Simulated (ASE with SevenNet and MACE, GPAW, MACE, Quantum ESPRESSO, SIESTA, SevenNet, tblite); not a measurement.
# Twisted Zr2CO2 MXene bilayer, 38.21° (70 atoms) in machine-learned potentials

How do the settings of machine-learned potentials change the result for twisted Zr2CO2 MXene bilayer, 38.21° (70 atoms)? A plane-wave run serves as the yardstick.

Main program and level: ASE with SevenNet and MACE; the method is named at each step.

## (1) The starting structure

The cell holds 70 atoms: 14 C, 28 Zr and 28 O. Its edges and angles: a = 8.757 Å, b = 8.757 Å, c = 26.080 Å, α = 90.0°, β = 90.0°, γ = 120.0°. It derives from Zr2CO2 (Zr2CO2 MXene). Zr2CO2 MXene (a = 3.31 Å) under Zr2CO2 MXene (a = 3.31 Å), bilayer, commensurate cell of 7 unit cells a layer, twist 38.21 deg; facing planes 2.88 Å apart; 14 Å of vacuum; layers as built, displaced by a Gaussian of 0.01 Å. Then every atom was moved at random, 0.05 Å r.m.s. a Cartesian component. Regions: layer 1, 35 atoms (7 C, 14 Zr and 14 O); layer 2, 35 atoms (7 C, 14 Zr and 14 O). Vacuum lies along c.

The yardstick, on the same geometry:

```
method                                           : Kohn-Sham DFT, PBE, SSSP efficiency 1.3.0 pseudopotentials, plane waves (Quantum ESPRESSO 7.5); sssp-pbe-1.3.0-efficiency, cutoffs 60/480 Ry, Γ point
r.m.s. force component                           : 0.942 eV/Å
longest force                                    : 3.517 eV/Å
gap (highest filled to lowest empty level) : 0.8346 eV
time                                             : 15 min on 4 MPI ranks of Arm Neoverse N1, shared host
CPU time                                         : 60 min
```

## (2) SevenNet 0 potential

Method: machine-learned interatomic potential SevenNet 0, trained on PBE(+U) plane-wave data.

Contents of run.py:

```python
import numpy as np
from ase.io import read
import mlip  # loads the published weights by name

atoms = read("structure.xyz")
atoms.calc = mlip.calc("7net-0")
energy = atoms.get_potential_energy()
forces = atoms.get_forces()
print(f"energy {energy:.6f} eV")
print("forces (eV/A)")
for i, (a, f) in enumerate(zip(atoms, forces)):
    print(f"{i:4d} {a.symbol:2s} {f[0]:10.5f} {f[1]:10.5f} {f[2]:10.5f}")
```

Contents of structure.xyz:

```xyz
70
Lattice="8.75740 0.00000 0.00000 -4.37870 7.58413 0.00000 0.00000 0.00000 26.08000" Properties=species:S:1:pos:R:3 pbc="T T T"
C 4.34398 7.57040 9.25840
Zr 0.57291 1.73495 10.67037
Zr 1.89777 0.38702 7.89416
O 1.75126 0.28630 11.61734
O 0.69451 1.82163 7.06898
C -0.64761 3.20885 9.32882
Zr 0.06997 5.03844 10.62343
Zr 1.23287 3.73958 7.93797
O 1.29474 3.56158 11.63298
O 0.06082 5.07416 6.97536
C -1.22245 6.61928 9.25866
Zr 3.79979 0.78412 10.60491
Zr 0.57777 6.94941 7.92623
O 0.70029 6.87888 11.61499
O 3.70850 0.71245 7.03795
C 2.47532 2.09603 9.24067
Zr 3.06592 3.91182 10.60074
Zr 4.47070 2.51133 7.91450
O 4.38952 2.53484 11.64968
O 3.05550 4.06744 6.95528
C 1.88324 5.44669 9.36116
Zr 2.43771 7.17717 10.64403
Zr 3.74121 5.86018 7.87225
O 3.68126 5.85753 11.65124
O 2.44292 7.28160 7.02178
C 5.66919 1.07300 9.24458
Zr 6.28576 2.87219 10.68289
Zr 7.48604 1.33367 7.93693
O 7.55847 1.37493 11.50154
O 6.12830 2.84109 6.98840
C 4.99465 4.28132 9.32673
Zr -3.11759 6.12411 10.69071
Zr -1.87172 4.77284 7.92389
O -1.77639 4.70573 11.58682
O -3.15866 6.14186 7.10810
C 3.05200 5.66603 16.74153
Zr 2.02773 4.19137 18.04632
Zr 1.36270 6.01657 15.31678
O 1.21421 5.96947 18.94503
O 1.97077 4.18143 14.48927
C 5.16323 0.16632 16.76214
Zr -0.57133 6.30211 18.16081
Zr 3.25710 0.58936 15.40598
O 3.21865 0.60226 19.11508
O -0.49221 6.38728 14.52578
C 0.08455 4.40251 16.79787
Zr -1.20397 3.06444 18.17489
Zr -1.81344 4.89927 15.39450
O -1.73839 4.82586 19.11586
O -1.12546 3.08348 14.44649
C 2.61032 2.33258 16.85029
Zr 1.39641 0.95446 18.09717
Zr 0.69621 2.69676 15.34286
O 0.74477 2.80105 19.05431
O 1.48320 0.96235 14.53751
C -2.45417 6.71196 16.75510
[... 10 atom lines left out ...]
Zr 2.67219 7.45876 18.15872
Zr 6.37810 1.72357 15.41980
O 6.43214 1.60693 18.96824
O 2.53982 7.36525 14.58341
```

Command:

```
$ OMP_NUM_THREADS=1 python run.py > output.txt
```

Log:

```text
energy -658.579041 eV
forces (eV/A)
   0 C     0.32451   -0.37233    0.15436
   1 Zr    1.26705    0.65277    0.05236
   2 Zr   -0.76841    0.67194    0.52376
   3 O     0.85759    0.35657   -0.01573
   4 O    -0.89678    0.36247   -0.72681
   5 C     0.13351    0.89191   -0.80774
   6 Zr   -0.93009   -0.03655    1.35574
   7 Zr    0.59048   -1.80404   -0.20881
   8 O    -0.40401    0.09482   -0.43988
   9 O    -1.02901    0.35976   -0.32278
  10 C    -0.41895   -1.79338    0.57610
  11 Zr   -0.64477   -0.29157    1.49100
  12 Zr    0.12140   -1.23730   -0.13103
  13 O    -1.16501   -0.03155    0.05952
  14 O     0.57947    0.30581   -1.46473
  15 C     0.45798    1.12456    1.00221
  16 Zr    0.89497    0.21772    1.31907
  17 Zr   -2.30958    1.04050    0.45044
  18 O    -0.05940   -0.19144   -0.55907
  19 O     0.41349   -0.15268    0.21756
  20 C    -0.06495   -0.51490   -1.51424
  21 Zr    1.34751    0.04245    1.08089
  22 Zr   -0.49647   -1.67372    0.84973
  23 O     0.72794   -0.69493   -0.65234
[...]
62 Zr   -1.12353    0.55104   -0.41853
  63 O    -0.03468   -0.69700    0.19428
  64 O     0.03585   -0.09104   -0.22691
  65 C     0.34715   -0.14209   -0.44378
  66 Zr    0.00145   -1.78905   -0.34718
  67 Zr   -0.23728   -1.51774   -0.44091
  68 O    -1.16885    0.06600    2.08725
  69 O     1.55074    1.76857   -1.50574
```

Run time: 14 s. Hardware: 1 thread of Arm Neoverse N1, shared host; peak memory 0.79 GiB.

Banners, paths, timers and routine set-up lines are dropped from the logs unmarked, and long logs keep their key lines alone; longer cuts are marked.

Numbers from this run, and their distance from the reference:

- r.m.s. force component: 0.8787 eV/Å
- r.m.s. difference of force components: 257.9 meV/Å
- longest difference of force vectors: 1097 meV/Å
- force difference over r.m.s. force: 27.38 %
- slope of forces against the reference's: 0.8976
- correlation of force components: 0.9622

Length of the force difference by element (eV/Å):

```
element  atoms  mean  most
      C     14  0.39  0.76
      O     28  0.24  0.37
     Zr     28  0.53   1.1
```

The surroundings of O15, picked at random, nearest first, numbered as they follow in the input and with coordinates relative to it.

```
atom      x      y      z  distance (Å)  bonds     Fx     Fy  Fz (eV/Å)
 O15   0.00   0.00   0.00          0.00      3   0.58   0.31      -1.46
 Zr3  -1.81  -0.33   0.86          2.03      6  -0.77   0.67       0.52
Zr13   1.25  -1.35   0.89          2.04      6   0.12  -1.24      -0.13
Zr18   0.76   1.80   0.88          2.14      6  -2.31   1.04       0.45
 C11  -0.55  -1.68   2.22          2.84      6  -0.42  -1.79       0.58
 C16  -1.23   1.38   2.20          2.88      6   0.46   1.12       1.00
 C26   1.96   0.36   2.21          2.97      6  -0.66   0.41       0.74
  O5  -3.01   1.11   0.03          3.21      3  -0.90   0.36      -0.73
 O30   2.42   2.13  -0.05          3.22      3   2.14   0.71      -1.00
 O25   3.11  -1.01  -0.02          3.27      3   0.16  -0.97      -1.42
 O35  -2.49  -2.15   0.07          3.29      3   0.39  -0.26      -1.62
 O10   0.73  -3.22  -0.06          3.30      3  -1.03   0.36      -0.32
 O20  -0.65   3.35  -0.08          3.42      3   0.41  -0.15       0.22
```

Atoms are counted from 1 here, from 0 in the log.

Forces lie 27 % from the reference's, at 0.0038 times its CPU time (on 1 against 4 cores).

## (3) MACE MP-0b3 medium potential

Method: machine-learned interatomic potential MACE MP-0b3 medium, trained on PBE(+U) plane-wave data.

Edit run.py of step 2 so:

```diff
@@ -5,3 +5,3 @@
 atoms = read("structure.xyz")
-atoms.calc = mlip.calc("7net-0")
+atoms.calc = mlip.calc("mace-mp-0b3-medium")
 energy = atoms.get_potential_energy()
```

structure.xyz is that of step 2.

Log:

```text
energy -653.420777 eV
forces (eV/A)
   0 C     0.31548   -0.13379    0.27820
   1 Zr    1.24942    0.56599   -0.54427
   2 Zr   -0.70284    0.36168    0.46068
   3 O     0.86982    0.45332    0.15442
   4 O    -0.78932    0.45389   -0.57437
   5 C     0.09322    0.66218   -0.48527
   6 Zr   -0.69183    0.10013    0.45994
   7 Zr    0.35450   -1.49597   -0.22584
   8 O    -0.43657    0.00593   -0.05910
   9 O    -0.80035    0.31577   -0.25960
  10 C    -0.30129   -1.33925    0.65096
  11 Zr   -0.68952   -0.55059    0.55334
  12 Zr    0.12334   -1.14808    0.12764
  13 O    -1.17295   -0.08776    0.29632
  14 O     0.43338    0.49654   -1.31764
  15 C     0.32905    0.85901    1.02692
  16 Zr    0.95494    0.50052    0.44412
  17 Zr   -2.12416    0.92043    0.37052
  18 O    -0.01108    0.00385   -0.23783
  19 O     0.46687   -0.33724    0.30413
  20 C     0.00345   -0.55477   -1.07426
  21 Zr    1.03635    0.08203    0.19658
  22 Zr   -0.43987   -1.33919    0.62334
  23 O     0.68872   -0.72185   -0.34561
[...]
62 Zr   -0.65726    0.45796    0.13036
  63 O    -0.24792   -0.73740    0.38450
  64 O    -0.02154   -0.13262   -0.29789
  65 C     0.30283   -0.21830   -0.39332
  66 Zr    0.12329   -1.66924   -0.19126
  67 Zr   -0.12944   -1.08236    0.09414
  68 O    -1.04218   -0.05376    1.70565
  69 O     1.31853    1.47200   -1.37513
```

The job ended after 14 s (1 thread; peak memory 0.93 GiB).

Against the reference:

```yaml
r_m_s_force_component: 0.7277 eV/Å
r_m_s_difference_of_force_components: 392.3 meV/Å
longest_difference_of_force_vectors: 1484 meV/Å
force_difference_over_r_m_s_force: 41.65 %
slope_of_forces_against_the_reference_s: 0.7117
correlation_of_force_components: 0.9212
```

Against the first run (27 %), the force difference from the reference is 42 %, at 1.0 times the CPU time.

## (4) MACE MPA-0 medium potential

Method: machine-learned interatomic potential MACE MPA-0 medium, trained on PBE(+U) plane-wave data.

Edit run.py of step 3 so:

```diff
@@ -5,3 +5,3 @@
 atoms = read("structure.xyz")
-atoms.calc = mlip.calc("mace-mp-0b3-medium")
+atoms.calc = mlip.calc("mace-mpa-0-medium")
 energy = atoms.get_potential_energy()
```

structure.xyz is that of step 3.

Log:

```text
energy -648.584044 eV
forces (eV/A)
   0 C     0.21423   -0.08669    0.09087
   1 Zr    1.42105    0.66494    0.01082
   2 Zr   -0.83063    0.66815    0.27837
   3 O     0.92221    0.30409    0.10498
   4 O    -0.83398    0.40838   -0.72964
   5 C     0.00811    0.80389   -0.22948
   6 Zr   -0.85178   -0.02989    1.27499
   7 Zr    0.60740   -2.07217   -0.81912
   8 O    -0.62783   -0.01158   -0.21927
   9 O    -0.97618    0.41736   -0.32008
  10 C    -0.24797   -1.57273    0.43673
  11 Zr   -0.81837   -0.66000    1.22081
  12 Zr    0.04739   -1.17141   -0.23336
  13 O    -1.24432   -0.09754    0.33684
  14 O     0.63134    0.48013   -1.43961
  15 C     0.50155    0.83481    1.25268
  16 Zr    1.16492    0.69363    1.21714
  17 Zr   -2.39057    1.15406    0.08881
  18 O    -0.00576    0.00834   -0.42999
  19 O     0.42679   -0.19731    0.19147
  20 C    -0.08310   -0.58627   -0.80451
  21 Zr    1.44011   -0.00122    0.99263
  22 Zr   -0.38162   -1.65607    0.41019
  23 O     0.79902   -0.84195   -0.43532
[...]
62 Zr   -0.99254    0.60856   -0.51655
  63 O    -0.07661   -0.83089    0.28838
  64 O     0.00122   -0.16186   -0.22912
  65 C     0.13310   -0.28614   -0.46834
  66 Zr   -0.08915   -1.89885    0.02503
  67 Zr   -0.09782   -1.71974   -0.55934
  68 O    -1.10202    0.11157    1.77922
  69 O     1.50551    1.74904   -1.74840
```

Wall time 14 s (1 thread); peak memory 0.93 GiB.

Compared with the plane-wave run:

* r.m.s. force component: 0.8665 eV/Å
* r.m.s. difference of force components: 218.7 meV/Å
* longest difference of force vectors: 663 meV/Å
* force difference over r.m.s. force: 23.22 %
* slope of forces against the reference's: 0.8962
* correlation of force components: 0.9742

Against the first run (27 %), the force difference from the reference is 23 %, at 1.0 times the CPU time.

## (5) The ladder

Differences are against the plane-wave reference, forces as r.m.s. over components; share is that over the reference's r.m.s. force, slope the least-squares factor from reference forces to these. Total energies of different programs have different zeros and aren't compared.

```
                         run  Δ force, r.m.s. (meV/Å)  share (%)  slope  cores  CPU time  memory (GiB)
                   reference                        -          -      -      4    60 min           5.8
        SevenNet 0 potential                      258       27.4  0.898      1      14 s          0.79
MACE MP-0b3 medium potential                      392       41.6  0.712      1      14 s          0.93
 MACE MPA-0 medium potential                      219       23.2  0.896      1      14 s          0.93
```

Times of the machine-learned potentials are mostly Python's start and the loading of weights.

CPU time is summed over cores on a shared host, where runs went side by side, so it is rough. Symmetry, cutoffs, thresholds, outputs and thread counts weren't matched or tuned between programs; memory under MPI is the largest rank's times the ranks.

A second geometry, displaced anew (every atom was moved at random, 0.04 Å r.m.s. a Cartesian component), gives an energy difference that all programs can be tested on. The reference puts it at -24.19 meV/atom.

```
                         run  energy less the first geometry's (meV/atom)  error (meV/atom)  force share at the second geometry (%)
        SevenNet 0 potential                                       -20.26              3.93                                    27.2
MACE MP-0b3 medium potential                                       -16.51              7.68                                    38.2
 MACE MPA-0 medium potential                                       -20.77              3.42                                    21.8
```

## (6) Outcome

```yaml
nearest_in_forces: MACE MPA-0 medium potential, 23 %
its_cpu_time: 14 s
```

What this shows: Machine-learned potentials differ by 23 % (MACE MPA-0 medium potential) to 42 % (MACE MP-0b3 medium potential); they were trained on other programs' data. Among those trained on PBE data the slope goes as low as 0.71, which softening far from their training structures can give, though the reference's k-sampling is untested too. The energy difference between the two geometries, -24.2 meV/atom in the reference, is met best by MACE MPA-0 medium potential (+3.42) and worst by MACE MP-0b3 medium potential (+7.68). Machine-learned potentials mimic data converged in k, so the reference's own k-point error enters their differences. The reference's PBE has no dispersion term, which matters for the binding between molecules or layers. The electronic-structure runs sample only Γ, in a cell whose shortest periodic width is 8 Å.

[Also dropped from logs without a mark: logging warnings of Python, and SIESTA's first energy breakdown and zero terms.]

[Logs are printed without paths, hosts, clocks, repeated set-up lines and the standing remarks that a program may print on its own settings, such as how far it seeks lower states.]

[Hosts, paths, dates, database ids (printed as entryN), source tags and the programs' standing remarks are cut or masked in the printed files.]
